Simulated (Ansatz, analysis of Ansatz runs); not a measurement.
# A hop of H in YScO3 (Pnma), charge +1, part 4 of 4

Aim: the barrier of one jump in YScO3 (Pnma) at charge +1: H transfer from O to O. The model is a cell of 40 host atoms with 1 H put in; H is the atom that moves.

Ansatz 0.2.0; plane-wave PAW DFT, LDA; nudged elastic band between two relaxed defect structures at fixed charge in a uniform background.

So far, barrier forward (eV): step 4 (nudged elastic band, charge +1) 0.616.

### Step 5. Band with another choice: three images

Fewer images cost less; the test is whether the climbing image finds the same top.

This step: plane-wave PAW DFT, LDA; nudged elastic band between two relaxed defect structures at fixed charge in a uniform background.

The input, qp1.try0/input.yaml:

```yaml
crystal:
  lattice:
    - [0.0, 7.77564706, 5.34161926]
    - [5.64134763, 0.0, 5.34161926]
    - [5.64134763, 7.77564706, 0.0]
  atoms:
    - { symbol: "Y", position: [0.39044564, 0.58212003, 0.35850021] }
    - { symbol: "Y", position: [0.89208896, 0.0853526, 0.85168293] }
    - { symbol: "Y", position: [0.10375699, 0.40363332, 0.14545463] }
    - { symbol: "Y", position: [0.57847021, 0.89998088, 0.66809631] }
    - { symbol: "Y", position: [0.41292071, 0.10647521, 0.32916324] }
    - { symbol: "Y", position: [0.92056942, 0.60522059, 0.82863165] }
    - { symbol: "Y", position: [0.10637686, 0.92038676, 0.14335451] }
    - { symbol: "Y", position: [0.57536262, 0.42399927, 0.67813016] }
    - { symbol: Sc, position: [0.24749454, 0.250738, 0.74652059] }
    - { symbol: Sc, position: [0.75230109, 0.75373715, 0.24900214] }
    - { symbol: Sc, position: [-0.00163479, 0.0024124, 0.49570776] }
    - { symbol: Sc, position: [0.50556769, 0.5083702, 0.00203339] }
    - { symbol: Sc, position: [0.24619831, 0.76449355, 0.74409398] }
    - { symbol: Sc, position: [0.7518027, 0.24502109, 0.24338429] }
    - { symbol: Sc, position: [-0.00370181, 0.50523594, 0.49556911] }
    - { symbol: Sc, position: [0.50281986, -0.00344882, -0.00045926] }
    - { symbol: O, position: [0.46211538, 0.16320616, 0.78569017] }
    - { symbol: O, position: [0.97161118, 0.6654469, 0.2747535] }
    - { symbol: O, position: [0.40831251, 0.78901229, 0.01916498] }
    - { symbol: O, position: [0.89714366, 0.2956229, 0.50692283] }
    - { symbol: O, position: [0.22492717, 0.96792729, 0.84156423] }
    - { symbol: O, position: [0.7386277, 0.44872698, 0.35075632] }
    - { symbol: O, position: [0.28227885, 0.41079504, 0.28266522] }
    - { symbol: O, position: [0.78745989, 0.91295166, 0.78450837] }
    - { symbol: O, position: [0.46366907, 0.23233318, 0.46192481] }
    - { symbol: O, position: [0.96526487, 0.72241471, 0.96777623] }
    - { symbol: O, position: [0.15647636, 0.9770571, 0.58686803] }
    - { symbol: O, position: [0.66229115, 0.47544012, 0.09134567] }
    - { symbol: O, position: [0.33778914, 0.55639174, 0.91154419] }
    - { symbol: O, position: [0.83808306, 0.03262268, 0.40798968] }
    - { symbol: O, position: [0.22247183, 0.09738858, 0.21401678] }
    - { symbol: O, position: [0.7177901, 0.59773199, 0.71416645] }
    - { symbol: O, position: [0.03651404, 0.27689124, 0.03035799] }
    - { symbol: O, position: [0.5354605, 0.77282536, 0.53263999] }
    - { symbol: O, position: [0.09119097, 0.72000499, 0.47310928] }
    - { symbol: O, position: [0.59063323, 0.23059692, 0.96130733] }
    - { symbol: O, position: [0.27837204, 0.53607324, 0.6588571] }
    - { symbol: O, position: [0.76859688, 0.03798246, 0.15494164] }
    - { symbol: O, position: [0.03028369, 0.34149617, 0.71342112] }
    - { symbol: O, position: [0.53325627, 0.83639341, 0.21843463] }
    - { symbol: H, position: [0.81134049, 0.35667706, 0.41289088] }
total_charge: 1
basis:
  ecutwfc: 420
  xc_grid: 2
hamiltonian:
  xc: lda
kpoints:
  mp_grid: { grid: [1, 1, 1] }
scf:
  occupations: { method: fixed }
  max_iter: 100
output:
  forces: true
neb:
  images: 3
  f_tol: 0.05
  climbing: true
  initial_path: idpp
  max_iterations: 30
  order_check: false
  final_atoms:
    - { symbol: "Y", position: [0.38962964, 0.58614332, 0.34758904] }
    - { symbol: "Y", position: [0.89842882, 0.07744106, 0.85631666] }
    - { symbol: "Y", position: [0.07913811, 0.40267701, 0.16694871] }
    - { symbol: "Y", position: [0.57358488, 0.9031925, 0.67258549] }
    - { symbol: "Y", position: [0.41482343, 0.11276842, 0.32566372] }
    - { symbol: "Y", position: [0.9205116, 0.6071015, 0.83122958] }
    - { symbol: "Y", position: [0.10656257, 0.93340212, 0.13945686] }
    - { symbol: "Y", position: [0.60238005, 0.42189693, 0.64362358] }
    - { symbol: Sc, position: [0.25143483, 0.25634476, 0.74626747] }
    - { symbol: Sc, position: [0.7326718, 0.75313309, 0.24173353] }
    - { symbol: Sc, position: [-0.00268391, 0.00160529, 0.50009526] }
    - { symbol: Sc, position: [0.50549497, 0.50326527, -0.00923366] }
    - { symbol: Sc, position: [0.25535576, 0.75352177, 0.74051337] }
    - { symbol: Sc, position: [0.74601377, 0.25301332, 0.24869012] }
    - { symbol: Sc, position: [0.00418059, 0.48153368, 0.51345642] }
    - { symbol: Sc, position: [0.49975042, 0.00793867, -0.00527257] }
    - { symbol: O, position: [0.4658122, 0.16653733, 0.7803019] }
    - { symbol: O, position: [0.95126896, 0.67493437, 0.29487022] }
    - { symbol: O, position: [0.40758706, 0.78821404, 0.01988403] }
    - { symbol: O, position: [0.90689686, 0.28812126, 0.51674911] }
    - { symbol: O, position: [0.22664138, 0.96955586, 0.8382648] }
    - { symbol: O, position: [0.72993477, 0.46561562, 0.33888894] }
[... 10 lines left out ...]
    - { symbol: O, position: [0.03462323, 0.27714838, 0.03173133] }
    - { symbol: O, position: [0.54504891, 0.77169758, 0.52831748] }
    - { symbol: O, position: [0.08459959, 0.71685765, 0.47996985] }
    - { symbol: O, position: [0.59415397, 0.21968928, 0.97482513] }
    - { symbol: O, position: [0.27188799, 0.54248536, 0.65163384] }
    - { symbol: O, position: [0.76659051, 0.03519302, 0.16132037] }
    - { symbol: O, position: [0.02732665, 0.33750662, 0.72482915] }
    - { symbol: O, position: [0.52115534, 0.84354748, 0.2188953] }
    - { symbol: H, position: [0.82994751, 0.71171172, 0.41582819] }
```

Command:

```bash
$ ansatz run input.yaml --threads 4 --pin off --max-ram 7536MiB --backend cpu --events-out ev --progress --plain --runs-dir out
```

Numbers of over 12 decimals in the logs are rounded to 6 here.

Log:

```text
[...]
parallel-image band execution: 3 concurrent image workers
NEB image 0
Crystal: 41 atoms, lattice volume = 468.622 Å³
Basis set: ecut = 420 eV, 9099 PW (Γ), exchange–correlation on 128×108×144 points (8 copies of the dense FFT grid, shifted against one another)
Bands: 201, of which v1, the nominal top of the filled ones, is band 160 counted from 1 (159 counted from 0)
Symmetry: 1 space group operations
k-points: 1
[...]
SCF iter   1: F=—  HF=-60116.468674 eV  |F-HF|=—  |Δ(HF+E_count)|=         —  Δρ=1.38e-2  dr2=8.35e-1  ethr=1.77e-3  ⟨swp⟩=4.0  Hψ=632  notcnv=0  defer=38
[...]
SCF iter   9: F=-60116.255014 eV  HF=-60116.255014 eV  |F-HF|=2.47e-8  |Δ(HF+E_count)|=   2.97e-8  Δρ=2.82e-6  dr2=3.29e-8  ethr=3.13e-11  ⟨swp⟩=4.0  Hψ=589  notcnv=0
SCF 1 converged in 9 iterations: F = -60116.255014 eV  dr2 = 3.29e-8
[...]
NEB image 4
[...]
SCF 2 converged in 9 iterations: F = -60116.505368 eV  dr2 = 2.31e-8
[...]
NEB end point (image 0): max|allowed force component| = 1.634e-2 eV/Å (the criterion of neb.relax_end_points is 1.000e-2)
NEB end point (image 4): max|allowed force component| = 1.540e-2 eV/Å (the criterion of neb.relax_end_points is 1.000e-2)
NEB image 1
[...]
SCF 3 converged in 9 iterations: F = -60114.162778 eV  dr2 = 3.47e-8
NEB image 2
[...]
climbing-image geometry (image 2):
  cell:  # Å, volume = 468.6216 Å³
    - [0.0, 7.77564706, 5.34161926]
    - [5.64134763, 0.0, 5.34161926]
    - [5.64134763, 7.77564706, 0.0]
  atoms:
    - { symbol: Y, position: [0.381038, 0.586874, 0.357504] }
    - { symbol: Y, position: [0.894908, 0.090764, 0.842632] }
    - { symbol: Y, position: [0.115364, 0.393555, 0.135961] }
    - { symbol: Y, position: [0.579001, 0.897058, 0.669748] }
    - { symbol: Y, position: [0.411762, 0.113546, 0.330714] }
    - { symbol: Y, position: [0.924217, 0.606283, 0.828872] }
    - { symbol: Y, position: [0.095878, 0.915528, 0.147417] }
    - { symbol: Y, position: [0.593420, 0.416363, 0.663521] }
    - { symbol: Sc, position: [0.251089, 0.250385, 0.746621] }
    - { symbol: Sc, position: [0.737685, 0.771155, 0.236171] }
    - { symbol: Sc, position: [-0.007560, 0.004805, 0.499011] }
    - { symbol: Sc, position: [0.509262, 0.506048, -0.001705] }
    - { symbol: Sc, position: [0.253760, 0.762895, 0.736563] }
    - { symbol: Sc, position: [0.751273, 0.255977, 0.247758] }
    - { symbol: Sc, position: [-0.003497, 0.492332, 0.507508] }
    - { symbol: Sc, position: [0.498955, -0.004008, -3.947864333830875e-5] }
    - { symbol: O, position: [0.462644, 0.163642, 0.786728] }
    - { symbol: O, position: [0.957189, 0.643721, 0.290132] }
    - { symbol: O, position: [0.394872, 0.782957, 0.034968] }
    - { symbol: O, position: [0.890362, 0.269005, 0.564983] }
    - { symbol: O, position: [0.229580, 0.967170, 0.840334] }
    - { symbol: O, position: [0.760775, 0.464452, 0.342803] }
    - { symbol: O, position: [0.275966, 0.414120, 0.282312] }
    - { symbol: O, position: [0.776724, 0.903847, 0.788841] }
[...]
- { symbol: O, position: [0.276719, 0.539042, 0.656282] }
    - { symbol: O, position: [0.775059, 0.043806, 0.154260] }
    - { symbol: O, position: [0.032645, 0.340643, 0.718228] }
    - { symbol: O, position: [0.521702, 0.841771, 0.222709] }
    - { symbol: H, position: [0.850286, 0.539716, 0.344772] }
[key lines of the parts left out:]
SCF converged after 6 iterations
Free energy (F): -60115.638353 eV
Fermi energy:    9.766453 eV
```

The job ended after 2 min (4 threads of Arm Neoverse V2, shared host; peak memory 1.3 GiB; 5.8 min of CPU time).

The change under test: three images; step limits can differ too, as the input shows.

Images along the path:

```csv
image,path (Å),energy (eV),"H41: x, y, z (Å)"
0,0.000,0.0000,"4.341, 9.519, 6.239"
1,0.809,0.4564,"4.715, 9.399, 6.812"
2,1.619,0.6167,"4.990, 9.292, 7.425"
3,2.547,0.3252,"5.701, 9.560, 7.782"
4,3.476,-0.2504,"6.361, 9.687, 8.235"
```

Read from the output:

```
free energy      : -60115.6384 eV
barrier forward  : 0.6167 eV
barrier backward : 0.8670 eV
end less start   : -0.2504 eV
hop length       : 2.844 Å
```

Track of the atom that was set to move:

| image | x (Å) | y (Å) | z (Å) | nearest neighbour | distance (Å) |
| --- | --- | --- | --- | --- | --- |
| 0 | 4.341 | 9.519 | 6.239 | O | 1.067 |
| 1 | 4.715 | 9.399 | 6.812 | O | 1.005 |
| 2 | 4.99 | 9.292 | 7.425 | O | 1.213 |
| 3 | 5.701 | 9.56 | 7.782 | O | 0.986 |
| 4 | 6.361 | 9.687 | 8.235 | O | 0.998 |

This gives 0.617 eV against the band's 0.616 eV, in 18 iterations against 16.

### Step 6. Band with another choice: loose force tolerance

A loose tolerance shows how early the barrier settles.

This step: plane-wave PAW DFT, LDA; nudged elastic band between two relaxed defect structures at fixed charge in a uniform background.

qp1.try1/input.yaml, as its differences from qp1.try0/input.yaml of step 5:

```diff
@@ -61,4 +61,4 @@
 neb:
-  images: 3
-  f_tol: 0.05
+  images: 7
+  f_tol: 0.15
   climbing: true
```

Log:

```text
[...]
parallel-image band execution: 4 concurrent image workers
NEB image 0
Crystal: 41 atoms, lattice volume = 468.622 Å³
Basis set: ecut = 420 eV, 9099 PW (Γ), exchange–correlation on 128×108×144 points (8 copies of the dense FFT grid, shifted against one another)
Bands: 201, of which v1, the nominal top of the filled ones, is band 160 counted from 1 (159 counted from 0)
Symmetry: 1 space group operations
k-points: 1
[...]
SCF iter   1: F=—  HF=-60116.468674 eV  |F-HF|=—  |Δ(HF+E_count)|=         —  Δρ=1.38e-2  dr2=8.35e-1  ethr=1.77e-3  ⟨swp⟩=4.0  Hψ=632  notcnv=0  defer=38
[...]
SCF iter   9: F=-60116.255014 eV  HF=-60116.255014 eV  |F-HF|=2.47e-8  |Δ(HF+E_count)|=   2.97e-8  Δρ=2.82e-6  dr2=3.29e-8  ethr=3.13e-11  ⟨swp⟩=4.0  Hψ=589  notcnv=0
SCF 1 converged in 9 iterations: F = -60116.255014 eV  dr2 = 3.29e-8
[...]
NEB image 8
[...]
SCF 2 converged in 9 iterations: F = -60116.505368 eV  dr2 = 2.31e-8
[...]
NEB end point (image 0): max|allowed force component| = 1.634e-2 eV/Å (the criterion of neb.relax_end_points is 3.000e-2)
NEB end point (image 8): max|allowed force component| = 1.540e-2 eV/Å (the criterion of neb.relax_end_points is 3.000e-2)
NEB image 1
[...]
SCF 3 converged in 9 iterations: F = -60115.495651 eV  dr2 = 1.11e-8
NEB image 2
[...]
climbing-image geometry (image 4):
  cell:  # Å, volume = 468.6216 Å³
    - [0.0, 7.77564706, 5.34161926]
    - [5.64134763, 0.0, 5.34161926]
    - [5.64134763, 7.77564706, 0.0]
  atoms:
    - { symbol: Y, position: [0.382317, 0.585541, 0.358212] }
    - { symbol: Y, position: [0.895416, 0.089902, 0.843192] }
    - { symbol: Y, position: [0.114419, 0.392309, 0.138354] }
    - { symbol: Y, position: [0.577973, 0.897670, 0.669487] }
    - { symbol: Y, position: [0.410988, 0.113067, 0.331295] }
    - { symbol: Y, position: [0.923533, 0.606965, 0.828895] }
    - { symbol: Y, position: [0.096173, 0.915703, 0.147223] }
    - { symbol: Y, position: [0.593746, 0.415624, 0.664116] }
    - { symbol: Sc, position: [0.249862, 0.250256, 0.747966] }
    - { symbol: Sc, position: [0.737536, 0.770853, 0.236768] }
    - { symbol: Sc, position: [-0.007681, 0.004137, 0.499237] }
    - { symbol: Sc, position: [0.508865, 0.506175, -0.001058] }
    - { symbol: Sc, position: [0.252803, 0.761695, 0.738228] }
    - { symbol: Sc, position: [0.750943, 0.255600, 0.248024] }
    - { symbol: Sc, position: [-0.004004, 0.493494, 0.507920] }
    - { symbol: Sc, position: [0.499116, -0.003962, -0.000176] }
    - { symbol: O, position: [0.462815, 0.163713, 0.786087] }
    - { symbol: O, position: [0.956230, 0.644757, 0.290678] }
    - { symbol: O, position: [0.396475, 0.785123, 0.030349] }
    - { symbol: O, position: [0.893328, 0.271237, 0.559256] }
    - { symbol: O, position: [0.226741, 0.967707, 0.841159] }
    - { symbol: O, position: [0.759073, 0.464744, 0.343432] }
    - { symbol: O, position: [0.277010, 0.414743, 0.282052] }
    - { symbol: O, position: [0.778478, 0.905181, 0.788009] }
[...]
- { symbol: O, position: [0.274276, 0.539169, 0.657422] }
    - { symbol: O, position: [0.773183, 0.044059, 0.154940] }
    - { symbol: O, position: [0.032037, 0.341099, 0.718596] }
    - { symbol: O, position: [0.522028, 0.841711, 0.221960] }
    - { symbol: H, position: [0.851128, 0.539937, 0.344993] }
[key lines of the parts left out:]
SCF converged after 7 iterations
Free energy (F): -60115.633358 eV
Fermi energy:    9.771842 eV
```

Elapsed: 2.8 min, on 4 threads; peak memory 1.7 GiB.

The run converged with other settings, drawn as a test and not checked for convergence; the results below rest on the first set.

What was changed: loose force tolerance.

Its highest image lies 0.62 eV above the start; the sound band gave 0.62 eV.

Here the change did no harm: 0.622 eV against the band's 0.616 eV.

### Step 7. Summary of results

| Item | Value |
| --- | --- |
| barrier forward | 0.62 eV |
| barrier backward | 0.87 eV |
| end less start | -0.25 eV |
| hop length | 2.84 Å |
| band iterations, as the log counts them | 16 |

In words: The top of the band lies 0.62 eV above the start and 0.87 eV above the end. For hydrogen, zero-point energy and tunnelling change the rate much, so no rate follows from this barrier alone. The order of the top as a saddle was not checked for all atoms, so a bent path could be lower. No image-charge correction is applied; it largely cancels along a path if the charge stays localised alike. Keep in mind: sampling at the zone centre alone can move energies of charged and open-shell states by tenths of an eV or more in cells of this size; periodic copies of the defect are only 7.8 Å apart.

[Logs are printed without paths, hosts, clocks, repeated set-up lines and the standing remarks that a program may print on its own settings, such as how far it seeks lower states.]

[Hosts, paths, dates, database ids (printed as entryN), source tags and the programs' standing remarks are cut or masked in the printed files.]
